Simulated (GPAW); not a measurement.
## Screening of a field by Nb2NS2 MXene monolayer

Aim: the dipole that a field along the normal induces in Nb2NS2 MXene monolayer.

Calculated with GPAW 26.7.0; GPAW, PAW setups; layer in a repeated cell with vacuum, relaxation of atoms and in-plane cell, in the first sound run; inputs show where later runs differ.

This is a report of a sequence of runs, with most program output left out.

## Step 1: The structure

The cell holds 5 atoms: 2 S, 2 Nb and 1 N. Cell: a = 3.079 Å, b = 3.079 Å, c = 20.019 Å, α = 90.0°, β = 90.0°, γ = 120.0°. Vacuum lies along c.

## Step 2: Relaxation

The atoms are relaxed first, since the surface dipole, and with it the work function, follows the positions of the outer layers.

File run.py:

```python
import json
import numpy as np
from ase import Atoms
from ase.filters import FrechetCellFilter
from ase.optimize import BFGS
from gpaw import GPAW, PW

slab = Atoms(
    ['S', 'Nb', 'N', 'Nb', 'S'],
    positions=[
        [-0.00000, 1.77771, 7.00000],
        [1.53954, 0.88885, 8.79456],
        [0.00000, 0.00000, 10.00948],
        [-0.00000, 1.77771, 11.22440],
        [1.53954, 0.88885, 13.01896]],
    cell=[[3.07908, 0.0, 0.0], [-1.53954, 2.66656, 0.0], [0.0, 0.0, 20.019]],
    pbc=[True, True, True])

slab.calc = GPAW(mode=PW(600), xc='PBE', kpts={'size': (12, 12, 1), 'gamma': True},
                 occupations={'name': 'fermi-dirac', 'width': 0.05}, nbands='160%',
                 convergence={'density': 1e-05}, maxiter=200,
                 symmetry={'tolerance': 1e-3}, txt='slab.txt')
result = {}
# The in-plane cell is free; stress needs a cell that repeats along all three vectors
path = []
opt = BFGS(FrechetCellFilter(slab, mask=[1, 1, 0, 0, 0, 1]), maxstep=0.2)
opt.attach(lambda: path.append((slab.get_potential_energy(), slab.positions.tolist(), slab.get_forces().tolist())))
result['relaxed'] = bool(opt.run(fmax=0.02, steps=45))
result['path'] = path
result['cell'] = slab.cell.tolist()
print('in-plane lattice', slab.cell.cellpar().round(4)[[0, 1, 5]])
energy = slab.get_potential_energy()
fermi = slab.calc.get_fermi_level()
v = slab.calc.get_electrostatic_potential().mean((0, 1)) - fermi
n = slab.calc.get_pseudo_density().mean((0, 1))
L = slab.cell[2, 2]
z = np.arange(len(v)) * L / len(v)
low, high = slab.positions[:, 2].min(), slab.positions[:, 2].max()
below, above = np.interp([low - 4.8, high + 4.8], z, v)
slopes = [np.interp(x, z, np.gradient(v, z)) for x in (low - 4.8, high + 4.8)]
eps = np.array([[slab.calc.get_eigenvalues(k, s) for k in range(len(slab.calc.get_ibz_k_points()))]
                for s in range(slab.calc.get_number_of_spins())]) - fermi
top, bottom = eps[eps < 0].max(), eps[eps > 0].min()
dipole = slab.get_dipole_moment()[2]
print(f'energy {energy:.4f} eV, Fermi level {fermi:.4f} eV, dipole {dipole:.5f} e A')
print(f'potential 4.8 A off the faces, from the Fermi level: lower {below:.4f} eV, upper {above:.4f} eV')
print(f'slope of the potential there: lower {slopes[0]:.5f}, upper {slopes[1]:.5f} eV/A')
print(f'nearest levels on the mesh: {top:.4f} and {bottom:.4f} eV')
print('magnetic moment', round(slab.get_magnetic_moment(), 3))
result.update(energy=energy, fermi=fermi, dipole=dipole, below=below, above=above, slopes=slopes, edges=[top, bottom],
              z=z.tolist(), v=v.tolist(), n=n.tolist(), positions=slab.positions.tolist(),
              forces=slab.get_forces(apply_constraint=False).tolist(), moments=slab.get_magnetic_moments().tolist())
json.dump(result, open('result.json', 'w'))
```

On the command line:

```sh
OMP_NUM_THREADS=1 OPENBLAS_NUM_THREADS=1 python run.py
```

The job ended after 12 min (1 thread of Arm Neoverse V2, shared host; peak memory 0.43 GiB).

Numbers from this step:

```
dipole along the normal                    : -6.37e-4 e·Å
levels nearest the Fermi level on the mesh : -0.05790, 0.1541 eV from the Fermi level
```

Table of electrostatic potential energy of an electron (without an applied field's), less the Fermi level, planar mean by z:

```tsv
z (Å)	electrostatic potential energy of an electron (without an applied field's), less the Fermi level, planar mean (eV)
0.0	5.41
0.5	5.41
1.0	5.41
1.5	5.41
2.0	5.41
2.5	5.41
3.0	5.41
3.5	5.40
4.0	5.40
4.5	5.40
5.0	5.37
5.5	5.22
6.0	4.51
6.5	1.05
7.0	-11.7
7.5	-13.2
8.0	-5.64
8.5	-15.4
9.0	-21.0
9.5	-10.4
10.0	-13.9
10.5	-10.2
11.0	-20.7
11.5	-15.9
12.0	-5.73
12.5	-12.6
13.0	-12.3
13.5	0.783
14.0	4.46
14.5	5.22
15.0	5.37
15.5	5.40
16.0	5.41
16.5	5.41
17.0	5.41
17.5	5.41
18.0	5.41
18.5	5.41
19.0	5.41
19.5	5.41
```

Table of pseudo valence density, planar mean by z:

```tsv
z (Å)	pseudo valence density, planar mean (e/Å³)
4.0	8.8e-5
4.5	4.2e-4
5.0	0.00203
5.5	0.0102
6.0	0.0509
6.5	0.212
7.0	0.393
7.5	0.461
8.0	0.439
8.5	0.808
9.0	1.22
9.5	0.654
10.0	0.719
10.5	0.651
11.0	1.20
11.5	0.839
12.0	0.441
12.5	0.464
13.0	0.393
13.5	0.222
14.0	0.0544
14.5	0.0109
15.0	0.00218
15.5	4.5e-4
16.0	9.4e-5
```

The relaxation lowered the energy of the cell by 0.812 eV (energies extrapolated to zero smearing; the optimiser's log prints free energies). The largest force left on a free atom is 0.0011 eV/Å.

## Step 3: The slab's potential

With the geometry fixed, the planar mean of the potential gives the vacuum level on each side.

This step: GPAW, PAW setups; slab in vacuum (GPAW 26.7.0).

The cell differs from the one that the last finished run ended in (c 20.019 → 19.512 Å).

Edit run.py of step 2 so:

```diff
@@ -3,4 +3,2 @@
 from ase import Atoms
-from ase.filters import FrechetCellFilter
-from ase.optimize import BFGS
 from gpaw import GPAW, PW
@@ -10,23 +8,16 @@
     positions=[
-        [-0.00000, 1.77771, 7.00000],
-        [1.53954, 0.88885, 8.79456],
-        [0.00000, 0.00000, 10.00948],
-        [-0.00000, 1.77771, 11.22440],
-        [1.53954, 0.88885, 13.01896]],
-    cell=[[3.07908, 0.0, 0.0], [-1.53954, 2.66656, 0.0], [0.0, 0.0, 20.019]],
-    pbc=[True, True, True])
+        [-0.00000, 1.89397, 7.00000],
+        [1.64022, 0.94698, 8.61109],
+        [0.00000, -0.00000, 9.75574],
+        [-0.00000, 1.89397, 10.90039],
+        [1.64022, 0.94698, 12.51148]],
+    cell=[[3.28045, -0.0, 0.0], [-1.64022, 2.84095, 0.0], [0.0, 0.0, 19.5115]],
+    pbc=[True, True, False])
 
-slab.calc = GPAW(mode=PW(600), xc='PBE', kpts={'size': (12, 12, 1), 'gamma': True},
+slab.calc = GPAW(mode=PW(500), xc='PBE', kpts={'size': (12, 12, 1), 'gamma': True},
                  occupations={'name': 'fermi-dirac', 'width': 0.05}, nbands='160%',
                  convergence={'density': 1e-05}, maxiter=200,
+                 poissonsolver={'dipolelayer': 'xy'},
                  symmetry={'tolerance': 1e-3}, txt='slab.txt')
 result = {}
-# The in-plane cell is free; stress needs a cell that repeats along all three vectors
-path = []
-opt = BFGS(FrechetCellFilter(slab, mask=[1, 1, 0, 0, 0, 1]), maxstep=0.2)
-opt.attach(lambda: path.append((slab.get_potential_energy(), slab.positions.tolist(), slab.get_forces().tolist())))
-result['relaxed'] = bool(opt.run(fmax=0.02, steps=45))
-result['path'] = path
-result['cell'] = slab.cell.tolist()
-print('in-plane lattice', slab.cell.cellpar().round(4)[[0, 1, 5]])
 energy = slab.get_potential_energy()
```

The job ended after 63 s (1 thread; peak memory 0.25 GiB).

This step gave:

```yaml
dipole_along_the_normal: -3.00e-4 e·Å
levels_nearest_the_fermi_level_on_the_mesh: -0.05848, 0.1538 eV from the Fermi level
upper_work_function: 5.412 eV
lower_work_function: 5.405 eV
```

The electrostatic potential energy of an electron (without an applied field's), less the Fermi level, planar mean by z:

```tsv
z (Å)	electrostatic potential energy of an electron (without an applied field's), less the Fermi level, planar mean (eV)
0.0	5.41
0.5	5.41
1.0	5.41
1.5	5.41
2.0	5.41
2.5	5.41
3.0	5.41
3.5	5.40
4.0	5.40
4.5	5.39
5.0	5.32
5.5	5.00
6.0	3.38
6.5	-3.83
7.0	-17.4
7.5	-7.10
8.0	-8.93
8.5	-21.1
9.0	-15.4
9.5	-10.8
10.0	-10.9
10.5	-15.1
11.0	-21.3
11.5	-9.20
12.0	-6.90
12.5	-17.3
13.0	-4.14
13.5	3.31
14.0	4.99
14.5	5.33
15.0	5.39
15.5	5.41
16.0	5.41
16.5	5.41
17.0	5.41
17.5	5.41
18.0	5.41
18.5	5.41
19.0	5.41
```

The pseudo valence density, planar mean by z:

```tsv
z (Å)	pseudo valence density, planar mean (e/Å³)
0.00	0
0.56	0
1.11	0
1.49	0
2.04	0
2.60	2.9e-6
3.16	1.4e-5
3.72	8.0e-5
4.09	2.5e-4
4.65	0.00147
5.20	0.00880
5.76	0.0531
6.32	0.248
6.88	0.376
7.25	0.462
7.80	0.441
8.36	1.02
8.92	0.965
9.48	0.686
9.85	0.714
10.41	0.721
10.96	1.28
11.52	0.504
12.08	0.474
12.45	0.392
13.01	0.342
13.57	0.0939
14.12	0.0161
14.68	0.00266
15.24	4.5e-4
15.61	1.4e-4
16.17	2.6e-5
16.72	4.9e-6
17.28	0
17.84	0
18.21	0
18.77	0
19.33	0
```

The potential is flat to 3.6e-4 eV/Å where it is read, so the vacuum is wide enough.

## Step 4: Field on

A uniform field along the normal polarises the slab; the atoms stay fixed, so this is the electronic response alone.

Edit run.py of step 3 so:

```diff
@@ -4,2 +4,3 @@
 from gpaw import GPAW, PW
+from gpaw.external import ConstantElectricField
 
@@ -20,2 +21,3 @@
                  poissonsolver={'dipolelayer': 'xy'},
+                 external=ConstantElectricField(-0.2, [0, 0, 1]),
                  symmetry={'tolerance': 1e-3}, txt='slab.txt')
```

It took 4.6 min on 1 thread; peak memory 0.53 GiB.

Numbers from this step:

* dipole along the normal: -0.07636 e·Å
* potential below the slab, the applied field's own ramp left out: 4.669 eV from the Fermi level
* potential above the slab, the applied field's own ramp left out: 6.152 eV from the Fermi level

The electrostatic potential energy of an electron (without an applied field's), less the Fermi level, planar mean by z:

```tsv
z (Å)	electrostatic potential energy of an electron (without an applied field's), less the Fermi level, planar mean (eV)
0.0	5.41
0.5	4.67
1.0	4.67
1.5	4.67
2.0	4.67
2.5	4.67
3.0	4.67
3.5	4.67
4.0	4.67
4.5	4.65
5.0	4.59
5.5	4.28
6.0	2.70
6.5	-4.45
7.0	-17.9
7.5	-7.54
8.0	-9.27
8.5	-21.4
9.0	-15.5
9.5	-10.8
10.0	-10.9
10.5	-14.9
11.0	-21.0
11.5	-8.86
12.0	-6.47
12.5	-16.8
13.0	-3.52
13.5	4.00
14.0	5.71
14.5	6.06
15.0	6.13
15.5	6.15
16.0	6.15
16.5	6.15
17.0	6.15
17.5	6.15
18.0	6.15
18.5	6.15
19.0	6.15
```

The dipole is now -0.0764 e Å, against -3.0e-4 in the run without a field.

## Step 5: Field on

Edit run.py of step 4 so:

```diff
@@ -21,3 +21,3 @@
                  poissonsolver={'dipolelayer': 'xy'},
-                 external=ConstantElectricField(-0.2, [0, 0, 1]),
+                 external=ConstantElectricField(-0.1, [0, 0, 1]),
                  symmetry={'tolerance': 1e-3}, txt='slab.txt')
```

It took 4.3 min on 1 thread; peak memory 0.53 GiB.

Numbers from this step:

* dipole along the normal: -0.03818 e·Å
* levels nearest the Fermi level on the mesh: -0.05847, 0.1538 eV from the Fermi level
* potential below the slab, the applied field's own ramp left out: 5.038 eV from the Fermi level
* potential above the slab, the applied field's own ramp left out: 5.780 eV from the Fermi level

The electrostatic potential energy of an electron (without an applied field's), less the Fermi level, planar mean oscillates, so the rows of the table below give means over windows of 1.67 Å about each position, cut where the curve ends. Its maxima inside the range that stand out by 2 % of the span (Å: eV): 7.7: -5.72, 9.4: -9.79, 10.1: -9.72, 11.8: -5.32. Its minima: 7.0: -17.7, 8.6: -22.1, 9.8: -14.0, 10.9: -21.8, 12.5: -17.1.

Table of electrostatic potential energy of an electron (without an applied field's), less the Fermi level, planar mean by z; means over each step:

```tsv
z (Å)	electrostatic potential energy of an electron (without an applied field's), less the Fermi level, planar mean (eV)
0.83	5.08
2.50	5.04
4.17	5.02
5.84	1.97
7.51	-11.6
9.18	-15.1
10.86	-14.6
12.52	-8.24
14.20	5.15
15.86	5.78
17.54	5.78
19.20	5.74
```

The dipole is now -0.0382 e Å, against -3.0e-4 in the run without a field.

## Step 6: Field on

Edit run.py of step 5 so:

```diff
@@ -21,3 +21,3 @@
                  poissonsolver={'dipolelayer': 'xy'},
-                 external=ConstantElectricField(-0.1, [0, 0, 1]),
+                 external=ConstantElectricField(-0.05, [0, 0, 1]),
                  symmetry={'tolerance': 1e-3}, txt='slab.txt')
```

Wall time 4.3 min (1 thread); peak memory 0.53 GiB.

Electrostatic potential energy of an electron (without an applied field's), less the Fermi level, planar mean against z:

z (Å), electrostatic potential energy of an electron (without an applied field's), less the Fermi level, planar mean (eV) and a bar from the least value:
```
      0.0        5.4 ##############################
      0.5        5.2 ##############################
      1.0        5.2 ##############################
      1.5        5.2 ##############################
      2.0        5.2 ##############################
      2.5        5.2 ##############################
      3.0        5.2 ##############################
      3.5        5.2 ##############################
      4.0        5.2 ##############################
      4.5        5.2 ##############################
      5.0        5.1 #############################
      5.5        4.8 #############################
      6.0        3.2 ###########################
      6.5       -4.0 ###################
      7.0      -17.5 ####
      7.5       -7.2 ################
      8.0       -9.0 ##############
      8.5      -21.2 
      9.0      -15.4 #######
      9.5      -10.8 ############
     10.0      -10.9 ############
     10.5      -15.0 #######
     11.0      -21.2 
     11.5       -9.1 ##############
     12.0       -6.8 ################
     12.5      -17.2 ####
     13.0       -4.0 ###################
     13.5        3.5 ############################
     14.0        5.2 ##############################
     14.5        5.5 ##############################
     15.0        5.6 ##############################
     15.5        5.6 ##############################
     16.0        5.6 ##############################
     16.5        5.6 ##############################
     17.0        5.6 ##############################
     17.5        5.6 ##############################
     18.0        5.6 ##############################
     18.5        5.6 ##############################
     19.0        5.6 ##############################
```

## Step 7: In a field

Edit run.py of step 6 so:

```diff
@@ -21,3 +21,3 @@
                  poissonsolver={'dipolelayer': 'xy'},
-                 external=ConstantElectricField(-0.05, [0, 0, 1]),
+                 external=ConstantElectricField(0.05, [0, 0, 1]),
                  symmetry={'tolerance': 1e-3}, txt='slab.txt')
```

It took 4.3 min on 1 thread; peak memory 0.53 GiB.

## Step 8: In a field

Edit run.py of step 7 so:

```diff
@@ -21,3 +21,3 @@
                  poissonsolver={'dipolelayer': 'xy'},
-                 external=ConstantElectricField(0.05, [0, 0, 1]),
+                 external=ConstantElectricField(0.1, [0, 0, 1]),
                  symmetry={'tolerance': 1e-3}, txt='slab.txt')
```

Wall time 4.3 min (1 thread); peak memory 0.53 GiB.

The dipole is now 0.0382 e Å, against -3.0e-4 in the run without a field.

## Step 9: Field on

Edit run.py of step 8 so:

```diff
@@ -21,3 +21,3 @@
                  poissonsolver={'dipolelayer': 'xy'},
-                 external=ConstantElectricField(0.1, [0, 0, 1]),
+                 external=ConstantElectricField(0.2, [0, 0, 1]),
                  symmetry={'tolerance': 1e-3}, txt='slab.txt')
```

It took 4.6 min on 1 thread; peak memory 0.53 GiB.

The dipole is now 0.0764 e Å, against -3.0e-4 in the run without a field.

## Step 10: In a field

Edit run.py of step 9 so:

```diff
@@ -21,3 +21,3 @@
                  poissonsolver={'dipolelayer': 'xy'},
-                 external=ConstantElectricField(0.2, [0, 0, 1]),
+                 external=ConstantElectricField(0.3, [0, 0, 1]),
                  symmetry={'tolerance': 1e-3}, txt='slab.txt')
```

The job ended after 4.6 min (1 thread; peak memory 0.53 GiB).

The electrostatic potential energy of an electron (without an applied field's), less the Fermi level, planar mean oscillates, so the rows of the table below give means over windows of 1 Å about each position, cut where the curve ends. Its maxima inside the range that stand out by 2 % of the span (Å: eV): 1.3: 6.53, 7.7: -4.93, 9.4: -9.65, 10.1: -9.87, 11.8: -6.12. Its minima: 7.0: -16.6, 8.6: -21.6, 9.8: -14.0, 10.9: -22.3, 12.5: -18.2.

The electrostatic potential energy of an electron (without an applied field's), less the Fermi level, planar mean by z; means over each step:

```tsv
z (Å)	electrostatic potential energy of an electron (without an applied field's), less the Fermi level, planar mean (eV)
0	6.11
1	6.53
2	6.53
3	6.52
4	6.52
5	6.39
6	3.51
7	-11.3
8	-10.4
9	-15.4
10	-12.0
11	-18.1
12	-10.2
13	-6.61
14	3.70
15	4.28
16	4.30
17	4.30
18	4.30
19	4.43
```

The dipole is now 0.115 e Å, against -3.0e-4 in the run without a field.

## Step 11: The series

The members are put on one axis.

This step: induced dipole against applied field (GPAW 26.7.0).

Dipole along the normal against field:

```tsv
field (V/Å)	dipole along the normal (e·Å)
-0.200	-0.0764
-0.100	-0.0382
-0.050	-0.0191
0.000	-3.0e-4
0.050	0.0191
0.100	0.0382
0.200	0.0764
0.300	0.115
```

## Step 12: What came out

| Quantity | Value |
| --- | --- |
| work function, upper and lower face | 5.412 and 5.405 eV |
| dipole along the normal | -3.0e-4 e Å |
| induced dipole per field | 0.382 e Å per V/Å |
| out-of-plane polarisability per area, α/(ε0 A) | 7.41 Å |

What this shows: The field induces 0.382 e Å per V/Å, a polarisable thickness α/(ε0 A) of 7.41 Å beside 5.51 Å between the outermost nuclei. A perfect conductor would give the distance between its two image planes; a dielectric of thickness t gives t(1 - 1/ε). The induced dipole is linear in the field over this range. The starting lattice was a guess from atomic radii; the relaxation moved it by 7 %. The small printed dipole stands for a step of 5.8 meV from the lower to the upper face, and the probes find 6.3 meV; values this small are near the numerical noise of both. The cell holds an odd number of electrons, so without spin polarisation it must come out metallic and without a moment, whatever its true state. The layer's cell and atoms come from the relaxation; spin-orbit coupling and temperature are left out.

[Logs are printed without paths, hosts, clocks, repeated set-up lines and the standing remarks that a program may print on its own settings, such as how far it seeks lower states.]

[Hosts, paths, dates, database ids (printed as entryN), source tags and the programs' standing remarks are cut or masked in the printed files.]
